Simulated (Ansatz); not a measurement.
**Where V_N-V_Ga puts its levels in the gap of GaN (F-43m)**

Wanted: the transition levels of a complex in GaN (F-43m), from a cell of 54 host atoms with 1 N and 1 Ga taken out.

Method: place-levels on r2SCAN runs: charge-transition levels and formation energies with image-charge correction and potential alignment at the atomic sites; PAW set soft_1, in Ansatz 0.2.0.

## Step 1: The structure

The cell holds 52 atoms: 26 Ga and 26 N. Cell: a = 9.542 Å, b = 9.542 Å, c = 9.542 Å, α = 60.0°, β = 60.0°, γ = 60.0°. It derives from GaN (space group F-43m). Nearest the centre at fractional (0.375, 0.375, 0.542): N24 at 2.45 Å, Ga43 at 2.45 Å, Ga31 at 2.45 Å, N12 at 2.45 Å, Ga27 at 2.45 Å, N28 at 2.45 Å, Ga45 at 3.33 Å, N22 at 3.33 Å.

As a file:

```xyz
52
Lattice="0.0000 6.7473 6.7473 6.7473 0.0000 6.7473 6.7473 6.7473 0.0000" Properties=species:S:1:pos:R:3 pbc="T T T"
Ga    0.0000    0.0000    0.0000
N     1.1245    1.1245    1.1245
Ga    2.2491    2.2491    0.0000
N     3.3736    3.3736    1.1245
Ga    4.4982    4.4982    0.0000
N     5.6227    5.6227    1.1245
Ga    2.2491    0.0000    2.2491
N     3.3736    1.1245    3.3736
Ga    4.4982    2.2491    2.2491
N     5.6227    3.3736    3.3736
Ga    6.7473    4.4982    2.2491
N     7.8718    5.6227    3.3736
Ga    4.4982    0.0000    4.4982
N     5.6227    1.1245    5.6227
Ga    6.7473    2.2491    4.4982
N     7.8718    3.3736    5.6227
Ga    8.9964    4.4982    4.4982
N    10.1209    5.6227    5.6227
Ga    0.0000    2.2491    2.2491
N     1.1245    3.3736    3.3736
Ga    2.2491    4.4982    2.2491
N     3.3736    5.6227    3.3736
Ga    4.4982    6.7473    2.2491
N     5.6227    7.8718    3.3736
Ga    2.2491    2.2491    4.4982
N     3.3736    3.3736    5.6227
Ga    4.4982    4.4982    4.4982
N     7.8718    7.8718    5.6227
Ga    4.4982    2.2491    6.7473
N     5.6227    3.3736    7.8718
Ga    6.7473    4.4982    6.7473
N     7.8718    5.6227    7.8718
Ga    8.9964    6.7473    6.7473
N    10.1209    7.8718    7.8718
Ga    0.0000    4.4982    4.4982
N     1.1245    5.6227    5.6227
Ga    2.2491    6.7473    4.4982
N     3.3736    7.8718    5.6227
Ga    4.4982    8.9964    4.4982
N     5.6227   10.1209    5.6227
Ga    2.2491    4.4982    6.7473
N     3.3736    5.6227    7.8718
Ga    4.4982    6.7473    6.7473
N     5.6227    7.8718    7.8718
Ga    6.7473    8.9964    6.7473
N     7.8718   10.1209    7.8718
Ga    4.4982    4.4982    8.9964
N     5.6227    5.6227   10.1209
Ga    6.7473    6.7473    8.9964
N     7.8718    7.8718   10.1209
Ga    8.9964    8.9964    8.9964
N    10.1209   10.1209   10.1209
```

Screening for the image-charge correction: ε∞ = 6.00, ε0 = 10.56, computed on the host (DFPT, PBEsol, on the r2SCAN cell), and a cell off the functional's own equilibrium shifts the ionic part.

The cell's shortest repeat is 9.5 Å.

## Step 2: Charge states

Levels follow from differences of total energies between charge states, each relaxed by itself.

Random displacements of about 0.05 Å break the site symmetry at the start, so that the relaxation can reach a distorted minimum if there is one. Forces are taken on a 2×2×2 shifted mesh. The cell holds 2 electrons more than the neutral one, with a uniform background that keeps it neutral on the whole.

The sampling was tested on the host first: at the k-points planned (1x1x1 shifted 0.25 0.25 0.25) its energy lies 0.067 eV an atom from the dense-mesh value, so the final energies take a denser sampling.

One state's input; the others differ in charge, spin, start and seed, and in occupations where the table says so.

qm2.relax/input.yaml

```yaml
crystal:
  lattice:
    - [0.0, 2.24909694, 2.24909694]
    - [2.24909694, 0.0, 2.24909694]
    - [2.24909694, 2.24909694, 0.0]
  atoms:
    - { symbol: Ga, position: [0.0, 0.0, 0.0] }
    - { symbol: "N", position: [0.25, 0.25, 0.25] }
  supercell: [3, 3, 3]
  defects: [{ vacancy: 27 }, { vacancy: 28 }]
total_charge: -2
basis:
  ecutwfc: 500
  xc_grid: 2
hamiltonian:
  xc: r2scan
  pseudopotentials: { kind: paw, azcp: { folder: soft_1 } }
kpoints:
  mp_grid: { grid: [2, 2, 2], shift: [0.5, 0.5, 0.5] }
scf:
  occupations: { method: fixed }
  max_iter: 80
output:
  forces: true
  charged_corrections:
    epsilon: 6.0
    static_epsilon: 10.56
    defect_position: [0.375, 0.375, 0.541667]
relax:
  f_tol: 0.02
  max_steps: 80
  random_displacement: { amplitude: 0.05, seed: 7969 }
checkpoint:
  write: "../qm2.relax.run"
  compress: false
  write_wavefunctions: true
  write_every: 100000
```

The run is started by

```sh
$ ansatz run input.yaml --threads 8 --pin off --max-ram 15073MiB --backend cpu --events-out ev --progress --plain --runs-dir out
```

The run of this state that the levels use, under r2SCAN:

qm2.point/input.yaml

```yaml
crystal:
  checkpoint: "../qm2.relax.run"
  host: checkpoint
total_charge: -2
basis:
  ecutwfc: 500
  xc_grid: 2
hamiltonian:
  xc: r2scan
  pseudopotentials: { kind: paw, azcp: { folder: soft_1 } }
kpoints:
  mp_grid: { grid: [2, 2, 2], shift: [0.5, 0.5, 0.5] }
scf:
  occupations: { method: fermi_dirac, width: 0.01 }
  max_iter: 80
output:
  forces: true
  eigenvalues: true
  charged_corrections:
    epsilon: 6.0
    static_epsilon: 10.56
    defect_position: [0.375, 0.375, 0.541667]
  eigenstates: { localisation: true }
  populations: true
  band_densities: [{ bands: [v1, v1] }, { bands: [c1, c1] }]
  write_density: true
  write_potential: true
  volumetric_format: npy
  elf: true
checkpoint:
  read: "../qm2.relax.run"
  write: "../qm2.point.run"
  compress: false
  write_wavefunctions: false
  write_every: 100000
```

Relaxations under r2SCAN at a 2×2×2 shifted mesh; times on 8 threads of Arm Neoverse V2, shared host:

```tsv
charge	moment (μB)	occupations	outcome	steps	largest displacement against the far atoms (Å)	time
−2	0	fixed	converged	6	0.10	2.3 min
−2	2	fixed	converged	8	0.29	10 min
−1	1	fixed	converged	6	0.14	7.5 min
0	0	fixed	not converged	3	-	3.5 min
0	0	fermi-dirac	converged	9	0.31	4.5 min
0	2	fixed	converged	8	0.20	8.9 min
+1	1	fixed	converged	9	0.32	10 min
+2	0	fixed	converged	6	0.33	2.8 min
+2	2	fixed	converged	8	0.33	7.8 min
```

Single points under r2SCAN at a 2×2×2 shifted mesh; times on 8 threads of Arm Neoverse V2, shared host:

```tsv
charge	moment (μB)	occupations	outcome	time
−2	0	fermi-dirac	converged	24 s
−2	2	fermi-dirac	converged	54 s
−1	1	fermi-dirac	converged	52 s
0	0	fermi-dirac	converged	23 s
0	2	fermi-dirac	converged	55 s
+1	1	fermi-dirac	converged	49 s
+2	0	fermi-dirac	converged	30 s
+2	2	fermi-dirac	converged	49 s
```

Distances (Å) from the ideal centre to the nearest atoms after relaxation with r2SCAN:

```tsv
charge	moment (μB)	1.	2.	3.	4.	5.	6.
−2	0	Ga 2.36	Ga 2.37	Ga 2.37	N 2.54	N 2.55	N 2.55
−2	2	Ga 2.23	Ga 2.33	Ga 2.36	N 2.57	N 2.57	N 2.60
−1	1	Ga 2.37	Ga 2.37	Ga 2.38	N 2.57	N 2.58	N 2.58
0	0	N 2.52	N 2.52	N 2.53	Ga 2.73	Ga 2.74	Ga 2.74
0	2	Ga 2.40	Ga 2.41	Ga 2.41	N 2.60	N 2.60	N 2.64
+1	1	N 2.55	N 2.56	N 2.57	Ga 2.74	Ga 2.75	Ga 2.75
+2	0	N 2.59	N 2.60	N 2.60	Ga 2.76	Ga 2.76	Ga 2.76
+2	2	N 2.57	N 2.63	N 2.63	Ga 2.75	Ga 2.75	Ga 2.76
```

## Step 3: Placing the levels, r2SCAN

A charged cell interacts with its images and the background, and its potential has another zero than the host's. place-levels removes the first by a point-charge model, screened by the static dielectric constant since the ions have relaxed around the charge, and the second by comparing potentials at atoms far from the defect.

The host is a run of the defect-free crystal in the same cutoffs, grids and k-points, so that basis and sampling errors cancel in part in the differences. The host is run in a cell of 2 atoms on a matching mesh. Its band edges are searched through the zone by a band path, so the gap is smaller than, or equal to, that on the mesh. Chemical potentials are energies per atom of N (N2 molecule) and Ga (alpha-Ga (Cmce)), run with the same functional and cutoff.

levels.point.yaml

```yaml
host:
  run: host.point.run
states: [qm2.point.run, qm2_M2.point.run, qm1_M1.point.run, q0.point.run, q0_M2.point.run, qp1_M1.point.run, qp2.point.run, qp2_M2.point.run]
geometry_from:
  qm2.point.run: qm2.relax.run
  qm2_M2.point.run: qm2_M2.relax.run
  qm1_M1.point.run: qm1_M1.relax.run
  q0.point.run: q0.relax_smeared.run
  q0_M2.point.run: q0_M2.relax.run
  qp1_M1.point.run: qp1_M1.relax.run
  qp2.point.run: qp2.relax.run
  qp2_M2.point.run: qp2_M2.relax.run
  host.point.run: host.relax.run
chemical_potentials:
  "N":
    energy: -384.814403
    dataset: "<sha256 of the dataset>"
  Ga:
    energy: -3790.270342
    dataset: <sha256 of the dataset>
epsilon: 6.0
static_epsilon: 10.56
vertical:
  - { from: qm2.point.run, to: qm2.point_neutral.run }
  - { from: qm2_M2.point.run, to: qm2_M2.point_neutral.run }
  - { from: qm1_M1.point.run, to: qm1_M1.point_neutral.run }
  - { from: qp1_M1.point.run, to: qp1_M1.point_neutral.run }
  - { from: qp2.point.run, to: qp2.point_neutral.run }
  - { from: qp2_M2.point.run, to: qp2_M2.point_neutral.run }
```

The run is started by

```sh
$ ansatz place-levels levels.point.yaml -- --threads 8 --pin off --max-ram 15073MiB
```

Numbers of over 12 decimals in the logs are rounded to 6 here.

The program printed:

```text
[... repeated set-up lines and file paths are left out, and long positions are rounded to six places ...]
(+2/+1) 0.157 eV above the valence edge, 2.011 eV under the conduction edge
(+1/0) 0.704 eV above the valence edge, 1.464 eV under the conduction edge
(0/-1) 1.047 eV above the valence edge, 1.121 eV under the conduction edge
(-1/-2) 1.598 eV above the valence edge, 0.571 eV under the conduction edge
formation energy of charge +2: +7.091 eV with the Fermi level at the valence edge
formation energy of charge +1: +7.248 eV with the Fermi level at the valence edge
formation energy of charge 0: +7.952 eV with the Fermi level at the valence edge
formation energy of charge -1: +9.000 eV with the Fermi level at the valence edge
formation energy of charge -2: +10.597 eV with the Fermi level at the valence edge
vertical -2 to 0: no energy, since no alignment is typed
  the change from vertical[0].from (qm2.point.run) to vertical[0].to (qm2.point_neutral.run): by its potential at epsilon 6 it stands at 0.401 0.400 0.743, with an rms radius of about 2.5 Å (1.5 1.5 1.2 Å across the planes of the cell's vectors); [...]
vertical -2 to 0: no energy, since no alignment is typed
  the change from vertical[1].from (qm2_M2.point.run) to vertical[1].to (qm2_M2.point_neutral.run): by its potential at epsilon 6 it stands at 0.440 0.433 0.554, with an rms radius of about 2.9 Å (1.7 1.3 1.9 Å across the planes of the cell's vectors); [...]
vertical -1 to 0: no energy, since no alignment is typed
  the change from vertical[2].from (qm1_M1.point.run) to vertical[2].to (qm1_M1.point_neutral.run): by its potential at epsilon 6 it stands at 0.425 0.424 0.731, with an rms radius of about 2.6 Å (1.5 1.5 1.6 Å across the planes of the cell's vectors); [...]
vertical +1 to 0: no energy, since no alignment is typed
  the change from vertical[3].from (qp1_M1.point.run) to vertical[3].to (qp1_M1.point_neutral.run): by its potential at epsilon 6 it stands at 0.367 0.368 0.740, with an rms radius of about 2.1 Å (1.5 1.5 0.0 Å across the planes of the cell's vectors); [...]
vertical +2 to 0: no energy, since no alignment is typed
  the change from vertical[4].from (qp2.point.run) to vertical[4].to (qp2.point_neutral.run): by its potential at epsilon 6 it stands at 0.392 0.392 0.744, with an rms radius of about 2.2 Å (1.6 1.6 0.4 Å across the planes of the cell's vectors); [...]
vertical +2 to 0: no energy, since no alignment is typed
  the change from vertical[5].from (qp2_M2.point.run) to vertical[5].to (qp2_M2.point_neutral.run): by its potential at epsilon 6 it stands at 0.364 0.363 0.739, with an rms radius of about 1.9 Å (1.4 1.4 0.0 Å across the planes of the cell's vectors); [...]
  edges by r2scan, gap 2.168 eV; the host is sampled to repeats of 19.08 Å
  the defect's cells are sampled to repeats of 19.08 Å, like sampling
[...]
of states[2] (qm1_M1.point.run): it parts from the run at its places by a charge that spreads by about 1.6 Å along one vector (1.3 Å or more is wide), by its potential at epsilon 6, taken for that of held ions (one typed too small widens it), where the cell [...]
  of states[0] (qm2.point.run): it parts from the run at its places by a charge that spreads by about 1.5 Å along one vector (1.3 Å or more is wide), by its potential at epsilon 6, taken for that of held ions (one typed too small widens it), where the cell [...]
  of states[6] (qp2.point.run): it parts from the run at its places by a charge that spreads by about 1.6 Å along one vector (1.3 Å or more is wide), by its potential at epsilon 6, taken for that of held ions (one typed too small widens it), where the cell [...]
  of states[3] (q0.point.run): the far atoms show a dipole or second moment of the defect's charge, for which the correction takes or leaves out 2.402 eV: further moments aren't read, and the relaxed atoms' own pattern can pass for one, so compare a larger [...]
  of states[1] (qm2_M2.point.run): it parts from the run at its places by a charge that spreads by about 1.9 Å along one vector (1.3 Å or more is wide), by its potential at epsilon 6, taken for that of held ions (one typed too small widens it), where the cell [...]
  of vertical[0].from (qm2.point.run): its displacements don't fall off away from the defect: farther atoms stand 0.019 Å off the host's places. [...]
  vertical[0].to (qm2.point_neutral.run): levels filled in part (TS 0.008 eV): its energy is of no whole electron's
  of vertical[0].to (qm2.point_neutral.run): its displacements don't fall off away from the defect: farther atoms stand 0.019 Å off the host's places. [...]
  of vertical[1].from (qm2_M2.point.run): its displacements don't fall off away from the defect: farther atoms stand 0.024 Å off the host's places. [...]
  of vertical[1].to (qm2_M2.point_neutral.run): its displacements don't fall off away from the defect: farther atoms stand 0.024 Å off the host's places. [...]
  of vertical[2].from (qm1_M1.point.run): its displacements don't fall off away from the defect: farther atoms stand 0.011 Å off the host's places. [...]
  vertical[2].to (qm1_M1.point_neutral.run): levels filled in part (TS 0.008 eV): its energy is of no whole electron's
  of vertical[2].to (qm1_M1.point_neutral.run): its displacements don't fall off away from the defect: farther atoms stand 0.011 Å off the host's places. [...]
  of vertical[3].from (qp1_M1.point.run): its displacements don't fall off away from the defect: farther atoms stand 0.018 Å off the host's places. [...]
  of vertical[3].to (qp1_M1.point_neutral.run): its displacements don't fall off away from the defect: farther atoms stand 0.018 Å off the host's places. [...]
  of vertical[4].from (qp2.point.run): it parts from the run at its places by a charge that spreads by about 1.6 Å along one vector (1.3 Å or more is wide), by its potential at epsilon 6, taken for that of held ions (one typed too small widens it), where the [...]
  of vertical[5].from (qp2_M2.point.run): its displacements don't fall off away from the defect: farther atoms stand 0.011 Å off the host's places. [...]
  vertical[5].to (qp2_M2.point_neutral.run): levels filled in part (TS 0.001 eV): its energy is of no whole electron's
  of vertical[5].to (qp2_M2.point_neutral.run): its displacements don't fall off away from the defect: farther atoms stand 0.011 Å off the host's places. [...]
```

Elapsed: 0.71 s, on 8 threads of Arm Neoverse V2, shared host.

Levels between the charges placed, in eV above the valence top:

```tsv
	gap (eV)	(+2/+1)	(+1/0)	(0/−1)	(−1/−2)
r2SCAN	2.17	0.16	0.70	1.05	1.60
```

Corrections by state:

```tsv
charge	moment (μB)	image terms and alignment (eV)	band filling (eV)	ε used	over the lowest of its charge, as the program ranks them, band filling apart (eV)
+2	2.0	-0.401	-	10.56	0.000
+1	1.0	-0.416	-	10.56	0.000
0	2.0	0.000	-	-	0.000
−1	1.0	0.826	-	10.56	0.000
−2	0.0	2.051	-	10.56	0.000
+2	0.0	-0.502	-	10.56	0.432
0	0.0	0.000	-	-	0.134
−2	2.0	2.036	-	10.56	1.871
```

The charged structures listed were also run neutral, and place-levels reads from each pair, by the potential or the spins, how wide the charge is by which they differ; that can be the carrier of either run.

```tsv
charge	rms radius (Å)	spread where it is widest against the cell (Å)	wide from (Å)	reading
+2	1.9	1.36	1.35	wide
+1	2.1	1.48	1.35	wide
−1	2.6	1.55	1.35	wide
−2	2.5	1.54	1.35	wide
```

The neutral runs of these pairs need not share the spin of the lowest neutral state, and very wide values only mean spread over the cell.

From the program's caveats on the states, each cut to its opening words:

- charge +2 (2 μB): it parts from the run at its places by a charge that spreads by about 1.4 Å along one vector (1.3 Å or more is wide), by its potential at epsilon 6, taken for [...]
- charge +2 (2 μB): its alignment with the host at atomic sites is doubtful: the mean over the far sites moves by -0.0723 eV from their farther parts to their nearer, more than [...]
- charge +2 (2 μB): the far atoms show a dipole or second moment of the defect's charge, for which the correction takes or leaves out 0.698 eV: further moments aren't read, and [...]
- charge +2 (2 μB), −1 (1 μB): its displacements don't fall off away from the defect: farther atoms stand 0.011 Å off the host's places
- charge +2 (2 μB), +1 (1 μB), 0 (2 μB), −1 (1 μB), −2 (2 μB): flagged: stability check not made
- charge +1 (1 μB), −2: it parts from the run at its places by a charge that spreads by about 1.5 Å along one vector (1.3 Å or more is wide), by its potential at epsilon 6, taken for [...]
- charge +1 (1 μB): the far atoms show a dipole or second moment of the defect's charge, for which the correction takes or leaves out 1.281 eV: further moments aren't read, and [...]
- charge +1 (1 μB): its displacements don't fall off away from the defect: farther atoms stand 0.018 Å off the host's places
- charge 0 (2 μB): the far atoms show a dipole or second moment of the defect's charge, for which the correction takes or leaves out 0.114 eV: further moments aren't read, and [...]
- charge −1 (1 μB), +2: it parts from the run at its places by a charge that spreads by about 1.6 Å along one vector (1.3 Å or more is wide), by its potential at epsilon 6, taken for [...]
- charge −1 (1 μB): the far atoms show a dipole or second moment of the defect's charge, for which the correction takes or leaves out 0.302 eV: further moments aren't read, and [...]
- charge −2: the far atoms show a dipole or second moment of the defect's charge, for which the correction takes or leaves out 0.996 eV: further moments aren't read, and [...]
- charge −2: its displacements don't fall off away from the defect: farther atoms stand 0.019 Å off the host's places
- charge +2: its alignment with the host at atomic sites is doubtful: the mean over the far sites moves by -0.0896 eV from their farther parts to their nearer, more than [...]

Chemical potentials of the elements' reference phases, run alike. Formation energy by charge state (elemental references; gap 2.17 eV):

```tsv
charge	at valence top (eV)	at conduction bottom (eV)	correction included (eV)
+2	7.09	11.43	-0.40
+1	7.25	9.42	-0.42
0	7.95	7.95	0.00
−1	9.00	6.83	0.83
−2	10.60	6.26	2.05
```

| Fermi level (eV) | lowest formation energy (eV) |
| --- | --- |
| 0.00 | 7.09 |
| 0.20 | 7.45 |
| 0.39 | 7.64 |
| 0.59 | 7.84 |
| 0.79 | 7.95 |
| 0.98 | 7.95 |
| 1.18 | 7.82 |
| 1.38 | 7.62 |
| 1.58 | 7.42 |
| 1.77 | 7.05 |
| 1.97 | 6.65 |
| 2.17 | 6.26 |

## Step 4: Summary of results

```json
{"gap of the host": "2.17 eV (r2SCAN)", "level (plus 2/plus 1)": "0.16 eV above the valence top", "level (plus 1/0)": "0.70 eV above the valence top", "level (0/minus 1)": "1.05 eV above the valence top", "level (minus 1/minus 2)": "1.60 eV above the valence top", "lowest of the charges placed, just above the valence top (0.02 eV)": "+2", "lowest of the charges placed, just below the conduction bottom (0.02 eV)": "−2", "lowest formation energy at mid-gap of the charges run, elemental references": "7.92 eV"}
```

**Reading.** Of the charges placed (−2, −1, 0, +1 and +2), the lowest changes at 0.16 eV (+2/+1), 0.70 eV (+1/0), 1.05 eV (0/−1) and 1.60 eV (−1/−2) above the valence top, in a gap of 2.17 eV. (−1/−2) lies nearer to a band edge than the share of the finite-size correction in it (1.23 eV), and that correction holds for a localised charge alone. Charges above +2 and below −2 were not placed, so these runs say nothing of levels that involve them. States placed: +2 at 2 μB and 0 μB; +1 at 1 μB; 0 at 2 μB and 0 μB; −1 at 1 μB; −2 at 0 μB and 2 μB. Other spin states or structures, where not listed, weren't placed. Corrections reach 2.1 eV, so the cell is small for these charges and their levels are rough. The program doubts the alignment of potentials for at least one state, a sign that the cell is small. What this leaves open: r2SCAN makes the gap too small and tends to spread out bound carriers; where a gas molecule sets a chemical potential or the host's formation energy, its binding is uncorrected.

[Logs are printed without paths, hosts, clocks, repeated set-up lines and the standing remarks that a program may print on its own settings, such as how far it seeks lower states.]

[Hosts, paths, dates, database ids (printed as entryN), source tags and the programs' standing remarks are cut or masked in the printed files.]

[Where a table of states has a column of steps, it counts the stored structures, which are thinned; the runs took as many ionic steps or more.]

[A defect's name tells the site on which it was built; relaxed atoms can leave that site.]

[For some hosts the program warned that the k-mesh of the response run may be too coarse for force constants and the static dielectric constant; such warnings are not shown here.]
